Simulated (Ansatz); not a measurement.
# SrCd (Pm-3m): from the cell to its phonons, part 2 of 2

Task: relax SrCd (Pm-3m), then find its harmonic phonons.

Ansatz 0.2.0; DFT PBEsol, scalar-relativistic, plane waves, PAW; PAW set soft_1.

So far. Step 3 (Tight relaxation): The forces vanish by symmetry and the pressure is 0.000 GPa, within the tolerances set. The cell now holds 31.42 Å³/atom. Step 4 (Linear response at the zone centre): Before it was imposed, the acoustic sum rule was missed by 2.1e-4 eV/Å². Small misses are needed for a sound result but don't prove that mesh and cutoff are converged. The lowest optical mode is real, 106 cm⁻¹. The relaxed cell has a = 3.976 Å (conventional setting).

## (5) The dispersion

Stability and thermal properties need the whole zone. Linear response on a 4×4×4 q mesh gives force constants as far as a supercell of that size would.

Contents of input.yaml:

```yaml
crystal:
  lattice:
    - [3.9757347763, 0.0, 0.0]
    - [0.0, 3.9757347763, 0.0]
    - [0.0, 0.0, 3.9757347763]
  atoms:
    - { symbol: Sr, position: [0.5, 0.5, 0.5] }
    - { symbol: Cd, position: [0.0, 0.0, 0.0] }
kpoints:
  mp_grid: { grid: [12, 12, 12] }
hamiltonian:
  xc: pbesol
  pseudopotentials: { kind: paw, azcp: { folder: soft_1 }, xc_functional: pbe }
scf:
  occupations: { method: methfessel_paxton, width: 0.2 }
output:
  eigenvalues: true
phonons:
  method: dfpt
  qmesh: [4, 4, 4]
  temperatures: { t_max: 1000, t_step: 50 }
  qpath:
    path:
      - [[0.0, 0.0, 0.0], [0.0, 0.5, 0.0], [0.5, 0.5, 0.0], [0.0, 0.0, 0.0], [0.5, 0.5, 0.5], [0.0, 0.5, 0.0]]
      - [[0.5, 0.5, 0.5], [0.5, 0.5, 0.0]]
    npoints: 10
```

On the command line:

```
$ ansatz run input.yaml --threads 4 --pin off --max-ram 10240MiB --backend cpu --events-out ev --progress --plain --runs-dir out
```

Numbers of over 12 decimals in the logs are rounded to 6 here.

The program printed:

```text
[...]
Crystal: 2 atoms, lattice volume = 62.842 Å³
Basis set: ecut = 420 eV, 1237 PW (Γ), exchange–correlation on 54×54×54 points (8 copies of the dense FFT grid, shifted against one another)
Bands: 19, of which v1, the nominal top of the filled ones, is band 15 counted from 1 (14 counted from 0)
Symmetry: 48 space group operations
k-points: 84 of 1728
[...]
SCF iter   1: F=—  HF=-11678.299759 eV  |F-HF|=—  |Δ(HF+E_count)|=         —  Δρ=6.28e-2  dr2=3.98e0  ethr=3.10e-3  ⟨swp⟩=7.0  Hψ=8875  notcnv=0
[...]
SCF iter  11: F=-11676.988741 eV  HF=-11676.988741 eV  |F-HF|=0.00e0  |Δ(HF+E_count)|=  3.64e-12  S|Δr|=    0.00e0  Δρ=7.46e-8  dr2=3.05e-12  ethr=1.00e-12  ⟨swp⟩=7.6  Hψ=9040  notcnv=0
SCF 1 converged in 11 iterations: F = -11676.988741 eV  dr2 = 3.05e-12
[...]
SCF iter   5: F=-11676.988741 eV  HF=-11676.988741 eV  |F-HF|=1.82e-12  |Δ(HF+E_count)|=  1.82e-12  S|Δr|=    0.00e0  Δρ=1.74e-8  dr2=8.01e-14  ethr=1.00e-12  ⟨swp⟩=4.9  Hψ=4826  notcnv=0
SCF 2 converged in 5 iterations: F = -11676.988741 eV  dr2 = 8.01e-14
phonons: the bands overlap, so this run is a metal and interpolates without the dipole-dipole term. If the crystal is really an insulator or semiconductor, its LO-TO splitting is missing
NSCF: frozen V_eff on 84 k-points
[...]
DFPT response loops at q = (0, 0, 0) (fractional): preconditioner auto → Kerker (q_TF=auto, 2.412 Å⁻¹) (partly filled bands, converged f_vac=0.000); β = 1.00, the filter's whole step (`scf.mixing.beta` (0.50) is not read by the response loops under this deck's `scf.mixing.preconditioner`; to damp them name `kerker` or `kerker_dos`, under which they read `scf.mixing.beta`, and type it under 1.00, their step now; both keys bind the ground state too); Broyden in place of MSR1
[...]
SCF converged after 11 iterations
[...]
Free energy (F): -11676.988741 eV
[...]
Internal energy: -11676.985086 eV  (E = F + TS)
E sigma→0 (E₀):  -11676.987827 eV
Entropy (-TS):   -0.003656 eV (-1.828 meV/atom)
Fermi energy:    9.349859 eV
[...]
--- Band table (eV; the first three rows and the last of 84) ---
  k-point 0: bands = [... 11 lower, 0.8672, 0.8672, 3.4461, 10.6790, 10.6790, 13.3937, 13.3937, 13.3937]
  k-point 1: bands = [... 11 lower, 0.8650, 0.8681, 3.5299, 10.5580, 10.7009, 13.1324, 13.1324, 13.1894]
  k-point 2: bands = [... 11 lower, 0.8591, 0.8704, 3.7769, 10.0799, 10.7630, 12.6669, 12.6669, 13.0667]
  k-point 83: bands = [... 11 lower, 1.0069, 1.0069, 8.5116, 8.5116, 8.5116, 8.6078, 14.0349, 14.0349]
--- Phonons (Γ-DFPT): 2 representative perturbations + reference (Σ response iterations 6) ---
  ASR residual: 2.101e-4 → 0.000e0 eV/Å²; symmetrization residual: 7.033e-6 eV/Å²
  ASR residual per site (eV/Å²): 2.10e-4 1.55e-5
  Γ frequencies (cm⁻¹): 0.00 0.00 0.00 106.01 106.01 106.01
--- Phonons (arbitrary-q DFPT): 10 irreducible q on the 4×4×4 mesh ---
  q = [0.0000, 0.0000, 0.0000] (star 1, of the zone-centre solve; hermiticity 6.91e-6, symmetrization 1.07e-11): -0.00 0.00 0.00 106.01 106.01 106.01
  q = [0.0000, 0.0000, 0.2500] (star 6, 4 solved perturbations in 1848 linear systems a pass and spin channel, the states on 588 of 1728 k-point pairs; hermiticity 1.45e-5, symmetrization 5.85e-12): 42.95 42.95 50.90 99.19 99.19 106.06
[...]
q = [0.0000, 0.2500, -0.5000] (star 12, 6 solved perturbations on 588 of 1728 k-point pairs; hermiticity 8.44e-6, symmetrization 2.48e-13): 40.00 56.26 74.19 78.06 106.60 114.66
[...]
sum rule: each row above includes the acoustic sum rule's correction from the zone centre's row sums; it moved no ω² by more than (0.81 cm⁻¹)²
  mesh force constants: q→R imaginary residual 2.16e-18; ASR residual 2.101e-4 → 0.000e0 eV/Å²; symmetrization residual 2.220e-15 eV/Å²
  interpolated dispersion: 62 rows × 6 modes
  density of states and harmonic sums: on the 16×16×16 q-mesh, interpolated from the force constants of a 4×4×4 supercell (no non-analytic term)
  largest difference from the sums on the solved wave vectors: F 1.51e-2 eV, S 1.91e-5 and C_V 3.98e-6 eV/K
  zero-point energy: 0.029097 eV/cell   skipped modes (ω ≤ 0): 3   left out of the sums: 1.22e-4 of the cell's modes: C_V's classical limit lies that fraction below 3 k_B per atom; for a crystal, a wire or a layer, F and S can be off by more, and a phonons.interpolated_qmesh denser along its periods is the remedy for the sampling
```

Elapsed: 8.6 min, on 4 threads of Arm Neoverse V2, shared host; peak memory 2.6 GiB.

Numbers from this step:

- sum-rule residual before enforcement: 2.10e-4 eV/Å²
- lowest frequency on the path: 0 cm⁻¹
- highest frequency on the path or at a solved wavevector: 118.7 cm⁻¹
- mean frequency: 78.2 cm⁻¹
- Debye temperature (second moment): 154 K
- logarithmic mean frequency: 72.6 cm⁻¹
- lowest mode on the q mesh (acoustic modes at Γ apart): 32.22 cm⁻¹
- zero-point energy per atom: 14.55 meV
- heat capacity at 300 K: 24.61 J/(mol atoms K)
- vibrational entropy at 300 K: 51.43 J/(mol atoms K)

Frequencies (cm⁻¹) solved at each irreducible wavevector; negative means imaginary. Frequencies by wavevector, by row:

```tsv
q in reciprocal lattice units	star	mode 1	mode 2	mode 3	mode 4	mode 5	mode 6
0 0 0	1	0	0	0	106	106	106
0 0 0.25	6	43	43	50.9	99.2	99.2	106.1
0 0 -0.5	3	60.1	73.5	73.5	82.5	82.5	109.3
0 0.25 0.25	12	32.2	55.5	68	93	99.5	111
0 0.25 -0.5	12	40	56.3	74.2	78.1	106.6	114.7
0 -0.5 -0.5	3	33	33	73.4	74.2	118.7	118.7
0.25 0.25 0.25	8	52	52	62.4	98.7	106.9	106.9
0.25 0.25 -0.5	12	38.6	56.6	68.5	102.1	102.5	114.9
0.25 -0.5 -0.5	6	46	46	66.1	96.9	117.9	117.9
-0.5 -0.5 -0.5	1	54.9	54.9	54.9	117.8	117.8	117.8
```

Interpolated from a 4×4×4 q mesh. Phonon branches along the path, in cm⁻¹:

```tsv
point	branch 1	branch 2	branch 3	branch 4	branch 5	branch 6
Γ	0	0	0	106	106	106
halfway	43	43	51	99	99	106
X	60	74	74	82	82	109
halfway	40	56	74	78	107	115
M	33	33	73	74	119	119
halfway	32	56	68	93	100	111
Γ	0	0	0	106	106	106
halfway	52	52	62	99	107	107
R	55	55	55	118	118	118
halfway	39	57	68	102	102	115
X	60	74	74	82	82	109
jump to R	55	55	55	118	118	118
halfway	46	46	66	97	118	118
M	33	33	73	74	119	119
```

The phonon branches as a text plot (rows in cm⁻¹):

```
    116 |           *******                 **********    *******
    111 |      ******     *****            **    **   **** *
    106 |******            **  *************       *
    101 |  **      *         * **   *               **      *
     96 |    *    *           *         *            **      *
     91 |     *              *       ***              **
     87 |      * *         **                          **
     82 |       ****      *                             **    *
     77 |           ******                                     **
     72 |      ***********             *             *****    ***
     67 |         *       *  **      **            **  *     *
     62 |      **  *       **           *         *  **  * **
     57 |    **  *           * *         ********* **   * *
     52 |   **      *     *             ******  ***        *
     47 |         *           *     *             *    *    **
     42 |   *      * *   *             *           *  *
     37 |  *        *** *      **    **             **        **
     32 |             ********                                  *
     27 |  *                  *    *
     22 | *                    ***  *
     17 | *                     *
     12 |*                       * *
      7 |*                       *
      2 |                         *
         Γ      X      M          Γ            R        X|R     M
```

Tetrahedra on a 16×16×16 mesh, mean over bins of 1 cm-1. Interpolated from a 4×4×4 q mesh. Phonon density of states against wavenumber; read off at these points:

```tsv
wavenumber (cm⁻¹)	phonon density of states (1/cm⁻¹/cell)
0.5	0
3.5	5.0e-5
6.5	1.6e-4
10.5	0.00111
13.5	0.00141
16.5	0.00216
19.5	0.00387
22.5	0.00469
26.5	0.0076
29.5	0.0107
32.5	0.0159
35.5	0.0651
38.5	0.101
41.5	0.0709
45.5	0.0570
48.5	0.0607
51.5	0.0610
53.5	0.0805
54.5	0.0778
57.5	0.0639
61.5	0.0508
64.5	0.0592
67.5	0.128
68.5	0.135
70.5	0.0836
73.5	0.0298
77.5	0.0118
80.5	0.0189
83.5	0.0301
86.5	0.0379
89.5	0.0462
92.5	0.0948
96.5	0.0631
99.5	0.0749
102.5	0.0760
105.5	0.0545
108.5	0.115
112.5	0.134
115.5	0.129
116.5	0.140
118.5	0.0198
```

The partial phonon density of states has structure finer than the step of the table below, so its rows give means over 5 cm⁻¹, whole bins alone (the curve runs from -10 to 132 cm⁻¹). Peaks (cm⁻¹: height): Cd 39.1: 0.0657, 67.7: 0.0942, 107.9: 0.0194; Sr 39.1: 0.0200, 113.3: 0.113.

Phonopy on the run's constants, 15x15x15 mesh, Gaussian sigma 2.0 cm-1. Interpolated from a 4×4×4 q mesh. Table of partial phonon density of states by wavenumber; means over each step; values in 1/cm⁻¹/cell:

```tsv
wavenumber (cm⁻¹)	Cd	Sr
-5	1.2e-5	9.1e-6
0	7.8e-5	6.3e-5
5	3.8e-5	3.0e-5
10	5.8e-4	4.4e-4
15	0.00119	8.8e-4
20	0.00230	0.00161
25	0.00404	0.00270
30	0.0103	0.00509
35	0.0413	0.0132
40	0.0608	0.0181
45	0.0477	0.0120
50	0.0521	0.0105
55	0.0544	0.0103
60	0.0485	0.00895
65	0.0715	0.00870
70	0.0807	0.00777
75	0.0231	0.00760
80	0.00349	0.0162
85	0.00620	0.0270
90	0.0109	0.0424
95	0.0137	0.0550
100	0.0152	0.0576
105	0.0169	0.0642
110	0.0184	0.0988
115	0.0135	0.103
120	0.00329	0.0275
125	4.4e-5	3.4e-4
```

Second derivatives of the energy by pair, one row for each kind of neighbour of each atom listed. Each entry sums the pair over the periodic images of the supercell that the q mesh stands for, and in a polar crystal it holds the long-range dipole part too. Force constants by pair, by row:

```tsv
atom	neighbour	distance (Å)	third of the trace (eV/Å²)	along the pair's line (eV/Å²)
Sr1	itself	0	3.041	–
Sr1	Cd	3.443	-0.241	-0.6792
Sr1	Sr	3.976	-0.1735	-0.4923
Sr1	Sr	5.623	0.0169	0.0459
Sr1	Cd	6.593	-0.0059	-0.0178
Sr1	Sr	6.886	-0.0174	-0.0684
Cd2	itself	0	1.802	–
Cd2	Sr	3.443	-0.241	-0.6792
Cd2	Cd	3.976	0.0758	0.2163
Cd2	Cd	5.623	-0.0093	-0.0152
Cd2	Sr	6.593	-0.0059	-0.0178
Cd2	Cd	6.886	-0.0058	-0.0301
```

Harmonic thermodynamic functions per atom, from the density of states. Interpolated from a 4×4×4 q mesh. Thermodynamic functions, by row:

```tsv
T (K)	F_vib (meV/atom)	S (J/mol-atom/K)	C_V (J/mol-atom/K)
0	14.55	0	0
50	12.41	11.57	16.51
100	2.62	25.29	22.24
200	-32.85	41.52	24.22
300	-81.35	51.43	24.61
400	-138.5	58.54	24.76
500	-202.2	64.07	24.82
600	-271	68.6	24.86
700	-344.1	72.43	24.88
800	-420.9	75.75	24.89
900	-501	78.69	24.9
1000	-583.9	81.31	24.91
```

Harmonic mean-square displacement, third of the trace. Interpolated from a 4×4×4 q mesh. Mean square displacements, by row:

```tsv
T (K)	Sr1 U_eq (Å²)	Cd2 U_eq (Å²)
0	0.00232	0.00272
100	0.0054	0.00825
300	0.01502	0.02379
600	0.02982	0.04741
```

Symmetry leaves 10 wavevectors to solve. The lowest mode among them, the acoustic zeros apart, lies at q = (0, 0.25, 0.25) and is real, 32.2 cm⁻¹.

## (6) Isotope substitution, element Cd, natural mass 112.414 amu

An isotope changes the mass and not the force constants, so no new electronic calculation is needed; the shifts show which modes move this element.

The same force constants with the mass of Cd changed from 112.414 to 115.905 u (phonopy, no LO-TO term). Both lists are sorted by frequency; levels can cross, so a row need not hold one and the same mode. Modes under 3 cm⁻¹ are left out. Isotope shifts, by row:

```tsv
q	rank	natural mass (cm⁻¹)	changed mass (cm⁻¹)
0 0 0	4	106	105.3
0 0 0	5	106	105.3
0 0 0	6	106	105.3
0 0 0.25	1	42.95	42.57
0 0 0.25	2	42.95	42.57
0 0 0.25	3	50.9	50.3
0 0 0.25	4	99.19	98.57
0 0 0.25	5	99.19	98.57
0 0 0.25	6	106.1	105.7
0 0 -0.5	1	60.06	59.15
0 0 -0.5	2	73.49	72.38
0 0 -0.5	3	73.49	72.38
0 0 -0.5	4	82.45	82.45
0 0 -0.5	5	82.45	82.45
0 0 -0.5	6	109.3	109.3
0 0.25 0.25	1	32.22	31.87
0 0.25 0.25	2	55.52	55.02
0 0.25 0.25	3	68.01	66.97
0 0.25 0.25	4	92.96	92.39
0 0.25 0.25	5	99.5	99.5
0 0.25 0.25	6	111	110.5
```

A mode of this element alone would shift by -1.52 %. The highest zone-centre frequency without the field goes from 106.0 to 105.3 cm⁻¹ (-0.7 %). The product of the frequency ratios over all optical modes at Γ is 0.980; the product rule, (m/m′)^(3k/2) (M′/M)^(3/2) with k = 1 such atoms and M the mass of the cell, gives 0.980.

## (7) Isotope substitution, element Sr, natural mass 87.62 amu

The same for Sr, from 87.62 to 85.91 u.

The same force constants with the mass of Sr changed from 87.620 to 85.909 u (phonopy, no LO-TO term). Both lists are sorted by frequency; levels can cross, so a row need not hold one and the same mode. Modes under 3 cm⁻¹ are left out. Isotope shifts, by row:

```tsv
q	rank	natural mass (cm⁻¹)	changed mass (cm⁻¹)
0 0 0	4	106	106.6
0 0 0	5	106	106.6
0 0 0	6	106	106.6
0 0 0.25	1	42.95	43.13
0 0 0.25	2	42.95	43.13
0 0 0.25	3	50.9	51.01
0 0 0.25	4	99.19	99.77
0 0 0.25	5	99.19	99.77
0 0 0.25	6	106.1	106.9
0 0 -0.5	1	60.06	60.06
0 0 -0.5	2	73.49	73.49
0 0 -0.5	3	73.49	73.49
0 0 -0.5	4	82.45	83.26
0 0 -0.5	5	82.45	83.26
0 0 -0.5	6	109.3	110.4
0 0.25 0.25	1	32.22	32.31
0 0.25 0.25	2	55.52	55.74
0 0.25 0.25	3	68.01	68.01
0 0.25 0.25	4	92.96	93.5
0 0.25 0.25	5	99.5	100.5
0 0.25 0.25	6	111	111.8
```

A mode of this element alone would shift by +0.99 %. The highest zone-centre frequency without the field goes from 106.0 to 106.6 cm⁻¹ (+0.6 %). The product of the frequency ratios over all optical modes at Γ is 1.017; the product rule, (m/m′)^(3k/2) (M′/M)^(3/2) with k = 1 such atoms and M the mass of the cell, gives 1.017.

## (8) What came out

```yaml
space_group_after_relaxation_within_0p01_a: Pm-3m
volume_per_atom: 31.4 Å³
electronic_character: no gap on this mesh
highest_optical_mode_at_the_zone_centre_no_lo_to_term: 106 cm⁻¹
lowest_optical_zone_centre_mode: 106 cm⁻¹
lowest_mode_on_the_q_mesh_acoustic_modes_at_gamma_apart: 32.2 cm⁻¹
highest_frequency_on_the_path_or_at_a_solved_wavevector: 119 cm⁻¹
zero_point_energy_per_atom: 14.6 meV
heat_capacity_at_300_k: 24.6 J/(mol atoms K)
vibrational_entropy_at_300_k: 51.4 J/(mol atoms K)
debye_temperature_second_moment: 154 K
imaginary_modes_on_the_4x4x4_q_mesh: none
```

What this shows: The structure is a minimum as far as tested: no mode is imaginary at the 10 irreducible wavevectors of the 4×4×4 mesh, and the softest away from the acoustic zeros lies at 32 cm⁻¹. The optical modes at Γ form one degenerate level at 106 cm⁻¹. With no gap, or one that is small against the smearing, the frequencies hang on the k mesh and the smearing, most of all near Kohn anomalies. The PAW files were made for PBE and serve the other functionals too. These are harmonic frequencies at zero temperature: anharmonic shifts, linewidths and thermal expansion are left out.

[Logs are printed without paths, hosts, clocks, repeated set-up lines and the standing remarks that a program may print on its own settings, such as how far it seeks lower states.]

[Hosts, paths, dates, database ids (printed as entryN), source tags and the programs' standing remarks are cut or masked in the printed files.]
